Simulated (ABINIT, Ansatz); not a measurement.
**Converging GW for Sr2H6Os (Fm-3m) in ABINIT**

Aim: raise bands and screening cutoff together for Sr2H6Os (Fm-3m) and follow gap and time.

Method: PBEsol and many-body steps on it, plane waves, in ABINIT 10.8.3.

### 1. The starting structure

The structure is cubic, space group Fm-3m (No. 225). The conventional cell has a = 7.625 Å, b = 7.625 Å, c = 7.625 Å, α = 90.00°, β = 90.00°, γ = 90.00°. Nearest to Sr lie 12 H at 2.70 Å. Nearest to H lie 1 Os at 1.72 Å and 4 H at 2.44 Å and 4 Sr at 2.70 Å. Os has 6 H at 1.72 Å nearest. Farther neighbours are not listed.

As a file:

```cif
data_structure
_symmetry_space_group_name_H-M 'Fm-3m'
_symmetry_Int_Tables_number 225
_cell_length_a 7.6246
_cell_length_b 7.6246
_cell_length_c 7.6246
_cell_angle_alpha 90.000
_cell_angle_beta 90.000
_cell_angle_gamma 90.000
_cell_volume 443.24
loop_
_atom_site_label
_atom_site_type_symbol
_atom_site_symmetry_multiplicity
_atom_site_Wyckoff_symbol
_atom_site_fract_x
_atom_site_fract_y
_atom_site_fract_z
_atom_site_occupancy
Sr1 Sr 8 c 0.25000 0.25000 0.75000 1
H1 H 24 e 0.00000 0.00000 0.77385 1
Os1 Os 4 a 0.00000 0.00000 0.00000 1
```

The cell and positions are those that the Materials Project relaxed with its own functionals (PBE, PBE+U or r2SCAN), kept fixed. Spin-orbit coupling is left out unless a step names it.

### 2. Empty states on the mesh, 2×2×2 mesh, 221 bands

This step: ABINIT 10.8.3; DFT, PBEsol, plane waves, norm-conserving pseudopotentials.

The sums over transitions need many empty states on a uniform mesh; this step solves for them.

run.abi

```
acell 3*1.0 Angstrom
rprim 
  -0.000000000000 3.812277830000 3.812277830000
  3.812277830000 -0.000000000000 3.812277830000
  3.812277830000 3.812277830000 0.000000000000
ntypat 3
znucl 38 1 76
natom 9
typat 1 1 2 2 2 2 2 2 3
xred 
  0.750000000000 0.750000000000 0.750000000000
  0.250000000000 0.250000000000 0.250000000000
  0.773847590000 0.773847590000 0.226152410000
  0.226152410000 0.773847590000 0.226152410000
  0.773847590000 0.226152410000 0.226152410000
  0.226152410000 0.226152410000 0.773847590000
  0.773847590000 0.226152410000 0.773847590000
  0.226152410000 0.773847590000 0.773847590000
  0.000000000000 0.000000000000 0.000000000000
pp_dirpath "pseudos"
pseudos "Sr.upf, H.upf, Os.upf"
ecut 33
ngkpt 2 2 2
nshiftk 1
shiftk 0 0 0
kptopt 1
chksymbreak 0
iscf -2
irdden 1
istwfk *1
nband 221
nbdbuf 20
tolwfr 1e-09
nstep 60
prtvol 0
indata_prefix "in"
outdata_prefix "out"
tmpdata_prefix "tmp"
```

Launch:

```bash
$ OMP_NUM_THREADS=1 mpirun -n 4 abinit run.abi > log
```

Numbers of over 12 decimals in the logs are rounded to 6 here.

What it wrote:

```text
.Version 10.8.3 of ABINIT. v10.8.2 released Aug 2026.

 Symmetries : space group Fm -3 m (#225); Bravais cF (face-center cubic)
[... echo of the input left out ...]
== DATASET  1 ==================================================================
-   mpi_nproc: 4, omp_nthreads: 1 (-1 if OMP is not activated)
-    --> not optimal distribution: autoparal keyword recommended in input file <--

--- !DatasetInfo
iteration_state: {dtset: 1, }
dimensions: {natom: 9, nkpt: 3, mband: 221, nsppol: 1, nspinor: 1, nspden: 1, mpw: 6855, }
cutoff_energies: {ecut:  33.0, pawecutdg:  -1.0, }
[...]
2.83432    2.85071    2.85071    2.85071    2.87997    2.87997    2.87997    2.93690
   2.93690    2.93938    2.93938    2.93938    2.96486    2.98744    2.98744    2.98744
   2.99904    3.04010    3.04013    3.10122    3.10482
 prteigrs : prtvol=0 or 1, do not print more k-points.

== END DATASET(S) ==============================================================
================================================================================

 -outvars: echo values of variables after computation  --------
            nband         221
             nkpt           3
          spgroup         225
 [... the other variables as echoed above ...]

 Calculation completed.
```

It took 61 s on 4 MPI ranks of Arm Neoverse V2, shared host; peak memory 0.42 GiB.

This step gave:

- gap: 2.319 eV
- k of the valence top: 0, 0, 0
- k of the conduction bottom: 0.5, 0.5, 0
- least direct gap: 2.383 eV
- k points computed: 3
- lowest point of the top converged band, above the valence top: 70.4247 eV

On this mesh the gap is 2.319 eV.

The density comes from a self-consistent run that is not shown.

### 3. Screening, 2×2×2 mesh, 43 bands, screening to 62.6 eV

The RPA dielectric matrix is built and inverted for each q.

This step: RPA screening on PBEsol, plane waves, norm-conserving pseudopotentials.

Changes to run.abi since step 2:

```diff
@@ -27,10 +27,11 @@
 chksymbreak 0
-iscf -2
-irdden 1
 istwfk *1
-nband 221
-nbdbuf 20
-tolwfr 1e-09
-nstep 60
-prtvol 0
+occopt 1
+irdwfk 1
+optdriver 3
+nband 43
+ecuteps 2.3
+inclvkb 2
+awtr 1
+symchi 1
 indata_prefix "in"
```

What it wrote:

```text
.Version 10.8.3 of ABINIT. v10.8.2 released Aug 2026.

 Symmetries : space group Fm -3 m (#225); Bravais cF (face-center cubic)
[... echo of the input left out ...]
== DATASET  1 ==================================================================
-   mpi_nproc: 4, omp_nthreads: 1 (-1 if OMP is not activated)

--- !DatasetInfo
iteration_state: {dtset: 1, }
dimensions: {natom: 9, nkpt: 3, mband: 43, nsppol: 1, nspinor: 1, nspden: 1, mpw: 6855, }
cutoff_energies: {ecut:  33.0, pawecutdg:  -1.0, }
electrons: {nelect:   4.20000000E+01, charge:   0.00000000E+00, occopt:   1.00000000E+00, tsmear:   1.00000000E-02, }

 SCREENING: Calculation of the susceptibility and dielectric matrices

 Based on a program developped by R.W. Godby, V. Olevano, G. Onida, and L. Reining.
 Incorporated in ABINIT by V. Olevano, G.-M. Rignanese, and M. Torrent.
.Using double precision arithmetic ; gwpc =  8

[... cell and pseudopotentials left out ...]
--------------------------------------------------------------------------------

 ==== K-mesh for the wavefunctions ====
 Number of points in the irreducible wedge :     3
[... list of points left out ...]
 Together with 48 symmetry operations and time-reversal symmetry
 yields     8 points in the full Brillouin Zone.

 ==== Q-mesh for the screening function ====
 Number of points in the irreducible wedge :     3
[... list of points left out ...]
 Together with 48 symmetry operations and time-reversal symmetry
 yields     8 points in the full Brillouin Zone.

 setmesh: FFT mesh size selected  =    36x   36x   36
          total number of points  =        46656

 vcoul_init : cutoff-mode = AUXILIARY_FUNCTION
 q-points for optical limit:   1
     1)      0.000010    0.000020    0.000030

- screening: taking advantage of time-reversal symmetry
- Maximum band index for partially occupied states nbvw = 21
- Remaining bands to be divided among processors   nbcw = 22
- Number of bands treated by each node ~5

 Number of electrons calculated from density =   42.0000; Expected =   42.0000
 average of density, n =  0.056165
 r_s =    1.6199
 omega_plasma =   22.8607 [eV]

 calculating chi0 at frequencies [eV] :
  1    0.000000E+00    0.000000E+00
  2    0.000000E+00    2.286073E+01

--------------------------------------------------------------------------------
  q-point number  1        q = ( 0.000000, 0.000000, 0.000000) [r.l.u.]
--------------------------------------------------------------------------------
[... chi0 elements left out ...]
 For q-point:  0.000010 0.000020 0.000030
  dielectric constant =   4.3194
  dielectric constant without local fields =   5.1878

  Average fulfillment of the sum rule on Im[epsilon] for q-point    1 :     30.89  [%]
[... wings left out ...]
  q-point number  2        q = ( 0.500000, 0.000000, 0.000000) [r.l.u.]
--------------------------------------------------------------------------------
[... chi0 elements left out ...]
  Average fulfillment of the sum rule on Im[epsilon] for q-point    2 :     44.64  [%]

 [... 1 further q-points ...]
```

It took 5.5 s on 4 MPI ranks; peak memory 0.94 GiB.

Numbers from this step:

* ε∞ with local fields, on this mesh, along the program's q direction: 4.319
* the same without local fields: 5.188
* plasma frequency: 22.86 eV
* plane waves in the screening matrix: 137

Local fields lower ε∞ by 17 %. On a Γ-centred mesh this coarse the value itself is usually too large, while a short band sum pulls it down.

### 4. 43 bands, 62.6 eV

The self-energy is evaluated for the states that the input lists, and the levels follow from it, in one-shot runs by the linearised quasiparticle equation.

This step: G0W0 on PBEsol, plane waves, norm-conserving pseudopotentials.

Changes to run.abi since step 3:

```diff
@@ -30,8 +30,17 @@
 irdwfk 1
-optdriver 3
+optdriver 4
 nband 43
+gwcalctyp 0
+ecutsigx 33
+symsigma 1
+nkptgw 2
+kptgw 
+  0.0000000000 0.0000000000 0.0000000000
+  0.5000000000 0.5000000000 0.0000000000
+bdgw 
+  19 24
+  20 23
 ecuteps 2.3
-inclvkb 2
-awtr 1
-symchi 1
+irdscr 1
+ppmodel 1
 indata_prefix "in"
```

What it wrote:

```text
.Version 10.8.3 of ABINIT. v10.8.2 released Aug 2026.

 Symmetries : space group Fm -3 m (#225); Bravais cF (face-center cubic)
[... echo of the input left out ...]
== DATASET  1 ==================================================================
-   mpi_nproc: 4, omp_nthreads: 1 (-1 if OMP is not activated)

--- !DatasetInfo
iteration_state: {dtset: 1, }
dimensions: {natom: 9, nkpt: 3, mband: 43, nsppol: 1, nspinor: 1, nspden: 1, mpw: 6855, }
cutoff_energies: {ecut:  33.0, pawecutdg:  -1.0, }
electrons: {nelect:   4.20000000E+01, charge:   0.00000000E+00, occopt:   1.00000000E+00, tsmear:   1.00000000E-02, }

 SIGMA: Calculation of the GW corrections

 Based on a program developped by R.W. Godby, V. Olevano, G. Onida, and L. Reining.
 Incorporated in ABINIT by V. Olevano, G.-M. Rignanese, and M. Torrent.
.Using double precision arithmetic ; gwpc =  8

[... cell and pseudopotentials left out ...]
--------------------------------------------------------------------------------

 ==== K-mesh for the wavefunctions ====
 Number of points in the irreducible wedge :     3
[... list of points left out ...]
 Together with 48 symmetry operations and time-reversal symmetry
 yields     8 points in the full Brillouin Zone.

 ==== Q-mesh for screening function ====
 Number of points in the irreducible wedge :     3
[... list of points left out ...]
 Together with 48 symmetry operations and time-reversal symmetry
 yields     8 points in the full Brillouin Zone.

 vcoul_init : cutoff-mode = AUXILIARY_FUNCTION
 q-points for optical limit:   1
     1)      0.000010    0.000020    0.000030
 setmesh: FFT mesh size selected  =    54x   54x   54
          total number of points  =       157464

 Number of electrons calculated from density =   42.0000; Expected =   42.0000
 average of density, n =  0.056165
 r_s =    1.6199
 omega_plasma =   22.8607 [eV]

 === KS Band Gaps ===
  >>>> For spin  1
   Minimum direct gap =   2.3825 [eV], located at k-point      :   0.5000  0.5000  0.0000
   Fundamental gap    =   2.3194 [eV], Top of valence bands at :   0.0000  0.0000  0.0000
                                       Bottom of conduction at :   0.5000  0.5000  0.0000
 SIGMA fundamental parameters:
 PLASMON POLE MODEL  1
 number of plane-waves for SigmaX                 6855
 number of plane-waves for SigmaC and W            137
 number of plane-waves for wavefunctions          6855
 number of bands                                    43
 number of independent spin polarizations            1
 number of spinorial components                      1
 number of k-points in IBZ                           3
 number of q-points in IBZ                           3
 number of symmetry operations                      48
 number of k-points in BZ                            8
 number of q-points in BZ                            8
 number of frequencies for dSigma/dE                 9
 frequency step for dSigma/dE [eV]                0.25
 number of omega for Sigma on real axis              0
 max omega for Sigma on real axis  [eV]           0.00
 zcut for avoiding poles [eV]                     0.10

 EPSILON^-1 parameters (SCR file):
 dimension of the eps^-1 matrix on file            137
 dimension of the eps^-1 matrix used               137
 number of plane-waves for wavefunctions          6855
 number of bands                                    43
 number of q-points in IBZ                           3
 number of frequencies                               2
 number of real frequencies                          1
 number of imag frequencies                          1

 matrix elements of self-energy operator (all in [eV])

 Perturbative Calculation

--- !SelfEnergy_ee
iteration_state: {dtset: 1, }
kpoint     : [   0.000,    0.000,    0.000, ]
spin       : 1
KS_gap     :    3.883
QP_gap     :    4.876
Delta_QP_KS:    0.992
data: !SigmaeeData |
     Band     E0 <VxcDFT>   SigX SigC(E0)      Z dSigC/dE  Sig(E)    E-E0       E
       19   5.036 -16.892 -19.628   3.687   0.797  -0.255 -16.134   0.757   5.793
       20   5.036 -16.892 -19.628   3.687   0.797  -0.255 -16.134   0.757   5.793
       21   5.036 -16.892 -19.628   3.687   0.797  -0.255 -16.134   0.757   5.793
       22   8.920  -8.754  -4.160  -2.546   0.854  -0.170  -7.005   1.750  10.669
       23   9.060 -12.841  -7.177  -2.808   0.836  -0.196 -10.454   2.387  11.447
       24   9.060 -12.841  -7.177  -2.808   0.836  -0.196 -10.454   2.387  11.447

--- !SelfEnergy_ee
iteration_state: {dtset: 1, }
kpoint     : [   0.500,    0.500,    0.000, ]
spin       : 1
KS_gap     :    2.382
QP_gap     :    3.497
Delta_QP_KS:    1.115
data: !SigmaeeData |
     Band     E0 <VxcDFT>   SigX SigC(E0)      Z dSigC/dE  Sig(E)    E-E0       E
       20   4.973 -16.775 -19.449   3.662   0.796  -0.256 -15.988   0.787   5.760
       21   4.973 -16.775 -19.449   3.662   0.796  -0.256 -15.988   0.787   5.760
       22   7.355 -12.473  -7.761  -2.442   0.838  -0.194 -10.571   1.902   9.257
       23   8.369  -9.944  -4.811  -2.636   0.852  -0.173  -7.816   2.128  10.497

== END DATASET(S) ==============================================================
================================================================================

 -outvars: echo values of variables after computation  --------
           etotal      0.0000000000E+00
            nband          43
             nkpt           3
          spgroup         225
 [... the other variables as echoed above ...]

 Calculation completed.
```

Wall time 3.8 s (4 MPI ranks); peak memory 0.94 GiB; 15 s of CPU time.

This step gave:

- G0W0 gap on the points computed: 3.464 eV
- starting gap on the mesh: 2.319 eV
- k of the valence top: 0, 0, 0
- k of the conduction bottom: 0.5, 0.5, 0
- Z at the valence top: 0.797
- Z at the conduction bottom: 0.838
- least direct G0W0 gap on the computed points: 3.497 eV

The gap on the mesh goes from 2.32 eV to 3.46 eV, a correction of +1.14 eV.

### 5. Screening, 2×2×2 mesh, 94 bands, screening to 114.3 eV

This step: RPA screening on PBEsol, plane waves, norm-conserving pseudopotentials.

Changes to run.abi since step 4:

```diff
@@ -30,17 +30,8 @@
 irdwfk 1
-optdriver 4
-nband 43
-gwcalctyp 0
-ecutsigx 33
-symsigma 1
-nkptgw 2
-kptgw 
-  0.0000000000 0.0000000000 0.0000000000
-  0.5000000000 0.5000000000 0.0000000000
-bdgw 
-  19 24
-  20 23
-ecuteps 2.3
-irdscr 1
-ppmodel 1
+optdriver 3
+nband 94
+ecuteps 4.2
+inclvkb 2
+awtr 1
+symchi 1
 indata_prefix "in"
```

What it wrote:

```text
.Version 10.8.3 of ABINIT. v10.8.2 released Aug 2026.

 Symmetries : space group Fm -3 m (#225); Bravais cF (face-center cubic)
[... echo of the input left out ...]
== DATASET  1 ==================================================================
-   mpi_nproc: 4, omp_nthreads: 1 (-1 if OMP is not activated)

--- !DatasetInfo
iteration_state: {dtset: 1, }
dimensions: {natom: 9, nkpt: 3, mband: 94, nsppol: 1, nspinor: 1, nspden: 1, mpw: 6855, }
cutoff_energies: {ecut:  33.0, pawecutdg:  -1.0, }
electrons: {nelect:   4.20000000E+01, charge:   0.00000000E+00, occopt:   1.00000000E+00, tsmear:   1.00000000E-02, }

 SCREENING: Calculation of the susceptibility and dielectric matrices

 Based on a program developped by R.W. Godby, V. Olevano, G. Onida, and L. Reining.
 Incorporated in ABINIT by V. Olevano, G.-M. Rignanese, and M. Torrent.
.Using double precision arithmetic ; gwpc =  8

[... cell and pseudopotentials left out ...]
--------------------------------------------------------------------------------

 ==== K-mesh for the wavefunctions ====
 Number of points in the irreducible wedge :     3
[... list of points left out ...]
 Together with 48 symmetry operations and time-reversal symmetry
 yields     8 points in the full Brillouin Zone.

 ==== Q-mesh for the screening function ====
 Number of points in the irreducible wedge :     3
[... list of points left out ...]
 Together with 48 symmetry operations and time-reversal symmetry
 yields     8 points in the full Brillouin Zone.

 setmesh: FFT mesh size selected  =    36x   36x   36
          total number of points  =        46656

 vcoul_init : cutoff-mode = AUXILIARY_FUNCTION
 q-points for optical limit:   1
     1)      0.000010    0.000020    0.000030

- screening: taking advantage of time-reversal symmetry
- Maximum band index for partially occupied states nbvw = 21
- Remaining bands to be divided among processors   nbcw = 73
- Number of bands treated by each node ~18

 Number of electrons calculated from density =   42.0000; Expected =   42.0000
 average of density, n =  0.056165
 r_s =    1.6199
 omega_plasma =   22.8607 [eV]

 calculating chi0 at frequencies [eV] :
  1    0.000000E+00    0.000000E+00
  2    0.000000E+00    2.286073E+01

--------------------------------------------------------------------------------
  q-point number  1        q = ( 0.000000, 0.000000, 0.000000) [r.l.u.]
--------------------------------------------------------------------------------
[... chi0 elements left out ...]
 For q-point:  0.000010 0.000020 0.000030
  dielectric constant =   4.3485
  dielectric constant without local fields =   5.3294

  Average fulfillment of the sum rule on Im[epsilon] for q-point    1 :     61.96  [%]
[... wings left out ...]
  q-point number  2        q = ( 0.500000, 0.000000, 0.000000) [r.l.u.]
--------------------------------------------------------------------------------
[... chi0 elements left out ...]
  Average fulfillment of the sum rule on Im[epsilon] for q-point    2 :     70.52  [%]

 [... 1 further q-points ...]
```

The job ended after 12 s (4 MPI ranks; peak memory 1.2 GiB).

This step gave:

| Property | Result |
| --- | --- |
| ε∞ with local fields, on this mesh, along the program's q direction | 4.348 |
| the same without local fields | 5.329 |
| plasma frequency | 22.86 eV |
| plane waves in the screening matrix | 331 |

(Part 1 of 2 ends here.)

[Paths, hosts, dates, memory and timing lines, banners, echoed tables and standing remarks are left out of the program output.]

[Logs are printed without paths, hosts, clocks, repeated set-up lines and the standing remarks that a program may print on its own settings, such as how far it seeks lower states.]

[Runs of the session that timed out or met a known fault of the program may be left out.]

[Hosts, paths, dates, database ids (printed as entryN), source tags and the programs' standing remarks are cut or masked in the printed files.]

[G0W0 gaps are taken among the corrected bands and points alone; a level outside them can change the order at an edge.]

[Where Ansatz stands beside ABINIT at settings called matched, ABINIT's density can come from a denser mesh and the files from another edition; pairs whose starting gaps differed by over 0.03 eV were left out, so agreement reads better than it is.]
